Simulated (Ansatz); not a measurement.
# Random fluorite-type alloy of CaF2 and CdF2 (96 atoms): support functions against a reference, part 2 of 2

Wanted: errors and times of a linear-scaling basis for random fluorite-type alloy of CaF2 and CdF2 (96 atoms). A setting counts as converged where the r.m.s. difference of forces stays under 1 % of the r.m.s. force.

Ansatz 0.2.0; Kohn-Sham DFT, PBE, PAW (set soft_2), plane waves.

The cell: 20 Ca, 64 F and 12 Cd. The host structure and its lattice constant were typed by rule, without a check against the phase diagram. Sampling is at Γ alone, for a cell whose shortest periodic width is 11 Å.

So far. Step 3 (Support functions low): Forces differ from the reference by 0.66 meV/Å r.m.s., 0.083 % of their size, well within a tolerance of 1 %; the energy by -5.4 meV/atom. It took 51 s and 11 cycles; the reference's time can't be set against it, since the two runs asked for unlike analyses. Step 4 (Support functions medium): Forces differ from the reference by 0.6 meV/Å r.m.s., 0.075 % of their size, well within a tolerance of 1 %; the energy by -5.5 meV/atom.

**6. Support functions medium, radius 3.23 Å**

Level of this step: Kohn-Sham DFT, PBE, PAW (set soft_2), localised support functions (medium) (Ansatz).

The radius confines each support function; a larger one gives more freedom and more work per atom.

input.yaml reads:

```yaml
crystal:
  lattice:
    - [10.8712, 0.0, 0.0]
    - [0.0, 10.8712, 0.0]
    - [0.0, 0.0, 10.8712]
  atoms:
    [... the 96 atom lines of step 2 ...]
kpoints:
  mp_grid: { grid: [1, 1, 1] }
hamiltonian:
  xc: pbe
scf:
  occupations: { method: fermi_dirac, width: 0.05 }
  eigensolver: { kind: { support_functions: { accuracy: medium, radius: 3.23 } } }
  max_iter: 150
output:
  forces: true
  eigenvalues: true
```

Launch:

```sh
$ ansatz run input.yaml --threads 8 --pin off --max-ram 15872MiB --backend cpu --events-out ev --progress --plain --runs-dir out
```

Numbers of over 12 decimals in the logs are rounded to 6 here.

Log:

```text
Warning: scf.eigensolver.kind.support_functions: disabling space-group detection — the functions' gradient is summed over unrotated k-points, so no spatial operation reduces the k-mesh or symmetrises the density; time reversal is kept, so that k and −k are solved as one point where they differ and the mesh holds both, and exact exchange and, on two spinor components, a DFT+U term hold to it where the run has them: [...]
Warning: basis.ecutwfc = 631 eV, auto-derived: no grid that the accuracy of the support functions lays serves the files at the lower one that their records recommend; a deck with other species or settings can derive another value
settings of this run that can trade accuracy for cost: scf.eigensolver.kind.support_functions [...]
Engine: ansatz 0.2.0, aarch64-unknown-linux-gnu
Pseudopotentials: kind: paw
Pseudopotential: Ca, paw, valence charge 10, recommended cutoff 420 eV (normal), Ca.paw.azcp
Pseudopotential: F, paw, valence charge 7, recommended cutoff 420 eV (normal), F.paw.azcp
Pseudopotential: Cd, paw, valence charge 20, recommended cutoff 420 eV (normal), Cd.paw.azcp
[... 5 lines on functional and potentials left out ...]
Error: SCF: the radius of support functions is under 3.49 Å, the least for these sites at the functions' level (scf.eigensolver.kind.support_functions.accuracy). Use scf.eigensolver.kind: auto, or type scf.eigensolver.kind.support_functions.radius at least as long, [...]
```

Elapsed: 2.5 s, on 8 threads of Arm Neoverse V2, shared host; peak memory 0.42 GiB.

The program refuses radii under 3.49 Å for these atoms at this level.

**7. Support functions medium, radius 3.45 Å**

The radius confines each support function; a larger one gives more freedom and more work per atom.

input.yaml, the sections that differ from step 6:

```yaml
scf:
  occupations: { method: fermi_dirac, width: 0.05 }
  eigensolver: { kind: { support_functions: { accuracy: medium, radius: 3.45 } } }
  max_iter: 150
# crystal, kpoints, hamiltonian, output: as in step 6
```

Log:

```text
Warning: scf.eigensolver.kind.support_functions: disabling space-group detection — the functions' gradient is summed over unrotated k-points, so no spatial operation reduces the k-mesh or symmetrises the density; time reversal is kept, so that k and −k are solved as one point where they differ and the mesh holds both, and exact exchange and, on two spinor components, a DFT+U term hold to it where the run has them: [...]
Warning: basis.ecutwfc = 631 eV, auto-derived: no grid that the accuracy of the support functions lays serves the files at the lower one that their records recommend; a deck with other species or settings can derive another value
settings of this run that can trade accuracy for cost: scf.eigensolver.kind.support_functions [...]
Engine: ansatz 0.2.0, aarch64-unknown-linux-gnu
Pseudopotentials: kind: paw
Pseudopotential: Ca, paw, valence charge 10, recommended cutoff 420 eV (normal), Ca.paw.azcp
Pseudopotential: F, paw, valence charge 7, recommended cutoff 420 eV (normal), F.paw.azcp
Pseudopotential: Cd, paw, valence charge 20, recommended cutoff 420 eV (normal), Cd.paw.azcp
[... 5 lines on functional and potentials left out ...]
Error: SCF: the radius of support functions is under 3.49 Å, the least for these sites at the functions' level (scf.eigensolver.kind.support_functions.accuracy). Use scf.eigensolver.kind: auto, or type scf.eigensolver.kind.support_functions.radius at least as long, [...]
```

Run time: 2.5 s. Hardware: 8 threads; peak memory 0.42 GiB.

The program refuses radii under 3.49 Å for these atoms at this level.

Runs without a result: support functions medium, radius 2.94 Å (error); support functions medium, radius 3.23 Å (error); support functions medium, radius 3.45 Å (error).

**8. What each setting buys**

Differences are against the plane-wave reference (Kohn-Sham DFT, PBE, PAW (set soft_2), plane waves), whose r.m.s. force component is 0.800 eV/Å. Energies are set beside the reference only for runs with its functional, potentials and electron count. Times are for 8 threads of Arm Neoverse V2, shared host. The reference's time includes the DOS, the stress and grids, which some other runs skip.

```tsv
run	Δ force, r.m.s. (meV/Å)	share of r.m.s. force (%)	Δ energy (meV/atom)	Δ gap (eV)	cycles	time	host memory (GiB)
reference	-	-	-	-	9	15 s	2.1
support functions low	0.663	0.0828	-5.36	-0.0014	11	51 s	4
support functions medium	0.6	0.0749	-5.46	0	13	93 s	5.6
```

**9. The reference in detail**

The comparisons rest on this run, so its electronic structure is set out here.

Length of the force by element:

```tsv
element	coordination	atoms	mean length of the force (eV/Å)	spread	least	most
Ca	all	20	1.47	0.781	0.428	4.13
Cd	all	12	1.39	0.497	0.775	2.27
F	all	64	1.09	0.657	0.198	3.82
```

Intrinsic-atomic-orbital charges by element:

```tsv
element	coordination	atoms	mean charge (e)	spread	least	most
Ca	all	20	1.74	0.0023	1.73	1.74
Cd	all	12	1.54	0.006	1.53	1.55
F	all	64	-0.833	0.0258	-0.876	-0.768
```

Charge against the make-up of the first shell:

```tsv
Ca neighbours of F	atoms	mean charge (e)
0	1	-0.768
1	7	-0.789
2	23	-0.821
3	25	-0.846
4	8	-0.873
```

States in the cell by windows of 1 eV, zero at the Fermi level; the larger projections on atomic orbitals stand beside the total:

```tsv
from (eV)	to (eV)	total	F p	Cd d
-14	-9	0.0	0.0	0.0
-9	-8	5.0	1.0	3.9
-8	-7	77.5	11.7	65.1
-7	-6	40.8	6.6	33.3
-6	-5	41.2	34.4	2.8
-5	-4	116.8	107.0	4.6
-4	-3	129.8	120.9	5.3
-3	-2	88.9	83.5	4.3
-2	-1	4.0	3.8	0.1
-1	1	0.0	0.0	0.0
1	2	1.8	0.2	0.0
2	3	0.3	0.0	0.0
3	4	10.0	1.8	0.0
4	5	9.1	1.5	0.0
```

Between -26 and -14 eV lie 248 more states.

The stored curve holds about 752 of the 888 electrons; the rest, give or take the few that broadening carries across the Fermi level, lie in deeper levels below its range.

The levels nearest the highest filled one (over half full), pooled over k-points and spins:

```tsv
level less the highest filled one (eV)	occupation
-0.296	2
-0.275	2
-0.212	2
-0.158	2
-0.0698	2
0	2
3.80	0
5.04	0
5.14	0
5.48	0
5.73	0
5.80	0
```

Valence density in the ac plane at fractional y = 0.003, with atoms of Ca and Cd within 0.2 Å of it. It is the smooth field of the valence electrons, not physical close to the nuclei.

Values in e/Å³, 13 rows by 16 columns, each cell a mean:
```
 3  0  0  0  0  0  0  6  7  1  0  0  0  0  0  2
 0  0  0  0  0  0  0  0  0  0  0  0  0  0  0  0
 0  0  0  2  3  0  0  0  0  0  0  5  6  1  0  0
 0  0  0  3  4  1  0  0  0  0  0  9 11  1  0  0
 0  0  0  0  0  0  0  0  0  0  0  0  0  0  0  0
 2  0  0  0  0  0  0  3  4  0  0  0  0  0  0  1
 5  1  0  0  0  0  1 10 13  1  0  0  0  0  0  3
 1  0  0  0  0  0  0  1  1  0  0  0  0  0  0  0
 0  0  0  0  1  0  0  0  0  0  0  0  0  0  0  0
 0  0  0  3  5  1  0  0  0  0  0  4  4  1  0  0
 0  0  0  1  2  0  0  0  0  0  0  2  2  0  0  0
 0  0  0  0  0  0  0  0  0  0  0  0  0  0  0  0
 4  1  0  0  0  0  0  8 11  1  0  0  0  0  0  3
```
Columns run along a (10.9 Å), rows up along c (10.9 Å). Atoms in or near the plane, at fractional coordinates: Ca at (0.00, 0.99), Ca at (0.25, 0.24), Ca at (0.01, 0.50), Ca at (0.25, 0.76), Cd at (0.50, 0.00), Ca at (0.74, 0.24), Cd at (0.50, 0.50), Cd at (0.75, 0.75).

Electrostatic potential energy in the ac plane at fractional y = 0.003, with atoms of Ca and Cd within 0.2 Å of it. With pseudopotentials it is smooth inside the atoms' cores, unlike the true potential.

Ten even steps from '_' (-43 eV) to '@' (12 eV), each cell a mean:
```
__..++%%@@@@@@@@@@@@@@@@%%++==--==++##@@@@@@@@@@@@@@@@%%##--__
==++%%@@@@@@@@@@@@@@@@@@@@##**++++##%%@@@@@@@@@@@@@@@@@@%%**==
%%%%@@@@@@@@@@@@@@@@@@@@@@@@%%%%%%@@@@@@@@@@@@@@@@@@@@@@@@%%%%
@@@@@@@@@@@@%%####%%%%@@@@@@@@@@@@@@@@@@@@%%####%%%%@@@@@@@@@@
@@@@@@@@@@##==....==##%%@@@@@@@@@@@@@@@@%%**++==++**%%@@@@@@@@
@@@@@@@@%%**..____..**%%@@@@@@@@@@@@@@@@##++----==++##@@@@@@@@
@@@@@@@@@@##--____--##%%@@@@@@@@@@@@@@@@##++==--==++%%@@@@@@@@
@@@@@@@@@@%%##****##%%@@@@@@@@@@@@@@@@@@@@##**++**##@@@@@@@@@@
@@@@@@@@@@@@@@@@@@@@@@@@@@@@@@@@@@@@@@@@@@@@%%%%%%@@@@@@@@@@@@
##%%%%@@@@@@@@@@@@@@@@@@@@%%######%%@@@@@@@@@@@@@@@@@@@@@@%%%%
..--**%%@@@@@@@@@@@@@@@@%%**++====**%%@@@@@@@@@@@@@@@@@@%%**--
____==%%@@@@@@@@@@@@@@@@%%++==----++##@@@@@@@@@@@@@@@@@@##==__
__..++%%@@@@@@@@@@@@@@@@%%**======++##@@@@@@@@@@@@@@@@@@%%==..
++**%%@@@@@@@@@@@@@@@@@@@@%%**++**##@@@@@@@@@@@@@@@@@@@@@@##**
%%@@@@@@@@@@@@@@@@@@@@@@@@@@@@%%@@@@@@@@@@@@@@@@@@@@@@@@@@@@%%
@@@@@@@@@@@@%%%%%%%%@@@@@@@@@@@@@@@@@@@@@@@@%%%%%%@@@@@@@@@@@@
@@@@@@@@@@%%++----++%%@@@@@@@@@@@@@@@@@@%%##==--++##@@@@@@@@@@
@@@@@@@@%%**::____..**%%@@@@@@@@@@@@@@@@##--______++%%@@@@@@@@
@@@@@@@@%%**::____::**%%@@@@@@@@@@@@@@@@##--____..++%%@@@@@@@@
@@@@@@@@@@%%**====**%%@@@@@@@@@@@@@@@@@@%%##==--++##@@@@@@@@@@
@@@@@@@@@@@@@@%%%%%%@@@@@@@@@@@@@@@@@@@@@@@@%%%%%%@@@@@@@@@@@@
%%%%@@@@@@@@@@@@@@@@@@@@@@%%%%####%%@@@@@@@@@@@@@@@@@@@@@@%%%%
--++##@@@@@@@@@@@@@@@@@@%%**++====**%%@@@@@@@@@@@@@@@@@@%%**--
__..++%%@@@@@@@@@@@@@@@@%%++==----==##@@@@@@@@@@@@@@@@%%##--__
```
Columns run along a (10.9 Å; values clipped at the 3rd and 97th percentile), rows up along c (10.9 Å). Atoms in or near the plane, at fractional coordinates: Ca at (0.00, 0.99), Ca at (0.25, 0.24), Ca at (0.01, 0.50), Ca at (0.25, 0.76), Cd at (0.50, 0.00), Ca at (0.74, 0.24), Cd at (0.50, 0.50), Cd at (0.75, 0.75).

Mean intrinsic-atomic-orbital charges: Ca +1.74, Cd +1.54, F -0.83 e. The charge on F changes by -0.027 e for each Ca neighbour that takes the place of another kind, on average.

**10. Structure statistics**

These statistics describe the geometry on which the runs were made.

Density 4.35 g/cm³, 13.38 Å³ an atom.

Pair distribution functions g(r), in bins of 0.2 Å:

```tsv
r (Å)	total	F-F	F-Ca	F-Cd	Ca-Ca	Ca-Cd	Cd-Cd
1.90	0.03	0.00	0.11	0.00	0.00	0.00	0.00
2.10	0.58	0.00	1.31	1.31	0.00	0.00	0.00
2.30	2.79	0.09	6.03	6.46	0.00	0.00	0.00
2.50	2.13	1.22	3.62	3.51	0.00	0.00	0.00
2.70	1.76	3.56	0.51	0.29	0.00	0.00	0.00
2.90	0.67	1.51	0.00	0.00	0.00	0.00	0.00
3.10	0.06	0.14	0.00	0.00	0.00	0.00	0.00
3.30	0.00	0.00	0.00	0.00	0.00	0.00	0.00
3.50	0.15	0.30	0.00	0.00	0.40	0.00	0.00
3.70	1.57	2.40	0.00	0.00	4.04	4.92	5.09
3.90	2.04	2.81	0.00	0.00	7.41	7.20	6.60
4.10	0.58	1.00	0.05	0.04	0.78	1.43	0.44
4.30	0.82	0.03	1.98	1.56	0.00	0.00	0.00
4.50	2.75	0.62	5.38	5.88	0.00	0.00	0.00
4.70	1.57	1.60	1.98	1.86	0.00	0.00	0.00
4.90	0.30	0.59	0.07	0.09	0.00	0.00	0.00
5.10	0.08	0.14	0.00	0.00	0.00	0.24	0.00
5.30	0.38	0.55	0.00	0.00	1.35	1.12	1.24
5.50	0.54	0.76	0.01	0.02	1.60	1.84	1.65
5.70	0.54	0.32	0.92	0.75	0.16	0.26	0.00
5.90	2.10	1.42	3.17	3.51	0.00	0.00	0.00
6.10	1.76	2.75	1.30	1.09	0.00	0.00	0.00
6.30	0.53	1.10	0.06	0.08	0.13	0.11	0.00
6.50	0.86	1.30	0.00	0.00	2.64	2.54	2.50
6.70	1.62	2.29	0.07	0.10	5.24	4.91	5.57
6.90	1.04	0.54	1.62	1.52	0.77	0.90	0.91
7.10	1.25	0.04	2.69	2.95	0.00	0.00	0.00
7.30	0.31	0.02	0.74	0.54	0.00	0.00	0.13
```

Bonds by pair of elements; cutoffs follow the first minimum of g(r), held within bounds set by covalent radii, and pairs that aren't listed don't count as bonded:

```tsv
pair A-B	cutoff (Å)	bonds	mean length (Å)	spread (Å)	shortest (Å)	B about A	A about B
F-Ca	3.08	160	2.36	0.134	1.93	2.5	8
F-Cd	2.91	96	2.36	0.122	2.05	1.5	8
```

How many atoms have how many bonded neighbours:

```tsv
element	mean	4	8
Ca	8	0	20
Cd	8	0	12
F	4	64	0
```

For some of the pairs, g(r) has its first main peak near 2.72 Å (F-F), 2.33 Å (F-Ca), 2.36 Å (F-Cd), 3.86 Å (Ca-Ca), 3.83 Å (Ca-Cd) and 3.82 Å (Cd-Cd). With the cutoffs above, all Ca atoms have 8, all Cd atoms have 8 and all F atoms have 4 bonded neighbours.

The surroundings of Ca28, which bears the longest force, nearest first, numbered as they follow in the input and with coordinates relative to it.

```tsv
atom	x	y	z	distance (Å)	bonds	intrinsic-atomic-orbital charge (e)	Fx	Fy	Fz (eV/Å)
Ca28	0.00	0.00	0.00	0.00	8	1.74	-2.77	1.82	-2.46
F36	1.14	-1.02	1.17	1.93	4	-0.85	1.98	-2.57	2.02
F29	1.23	1.43	1.05	2.16	4	-0.87	0.30	0.81	0.73
F80	-1.49	-1.16	1.29	2.29	4	-0.83	0.77	-0.96	-0.51
F26	1.35	-1.25	-1.49	2.37	4	-0.81	-0.68	0.56	-0.43
F75	-1.56	1.30	1.26	2.39	4	-0.87	1.38	1.46	-0.99
F78	-1.55	-1.30	-1.40	2.46	4	-0.81	0.50	0.08	-0.56
F33	1.24	1.61	-1.60	2.59	4	-0.85	0.28	-0.76	0.02
F83	-1.46	1.49	-1.63	2.65	4	-0.84	-0.54	-0.15	0.46
Cd31	2.55	-2.57	-0.17	3.63	8	1.55	0.55	-0.69	0.56
Ca46	2.65	0.15	2.54	3.68	8	1.74	-0.57	-0.12	0.65
Cd37	-0.07	-2.71	2.50	3.69	8	1.54	0.00	0.87	0.52
Ca94	-2.77	0.10	2.50	3.73	8	1.74	-0.48	-0.17	1.01
```

The column of bonds counts only the pairs F-Ca within 3.08 Å, F-Cd within 2.91 Å; other neighbours, such as metal atoms beside each other in a compound, aren't counted, and periodic images can show an atom twice.

**11. What came out**

```
free energy per atom                             : -1950.5600 eV/atom
density                                          : 4.351 g/cm³
pressure                                         : 6.18 GPa
r.m.s. force component                           : 0.8004 eV/Å
gap (highest filled to lowest empty level) : 3.805 eV
wall time of the 3 DFT runs                      : 2.6 min
```

What this shows: Against plane waves at 420 eV, the forces differ by 0.6 meV/Å (0.075 %) with support functions medium. At 96 atoms the fastest of the runs at a preset level, support functions low, takes roughly 3.3 times the time of plane waves (whose run also made extra analyses, so the like-for-like ratio is larger), in 11 SCF cycles against 9. Differences between support functions and plane waves include what basis error the plane-wave run still has.

The highest filled and lowest empty levels differ by 3.80 eV at Γ alone; the mesh holds the band edges only if they fold onto it, so the gap at this level can be narrower or closed, while semilocal functionals tend to narrow gaps against experiment. With the cutoffs above, all Ca atoms have 8, all Cd atoms have 8 and all F atoms have 4 bonded neighbours.

What to keep in mind: The geometry was built by rule, was displaced at random and isn't relaxed at this level: its force components are 0.80 eV/Å r.m.s. The pressure of 6.2 GPa belongs to a cell and atoms that aren't relaxed at this level.

[Logs are printed without paths, hosts, clocks, repeated set-up lines and the standing remarks that a program may print on its own settings, such as how far it seeks lower states.]

[Hosts, paths, dates, database ids (printed as entryN), source tags and the programs' standing remarks are cut or masked in the printed files.]
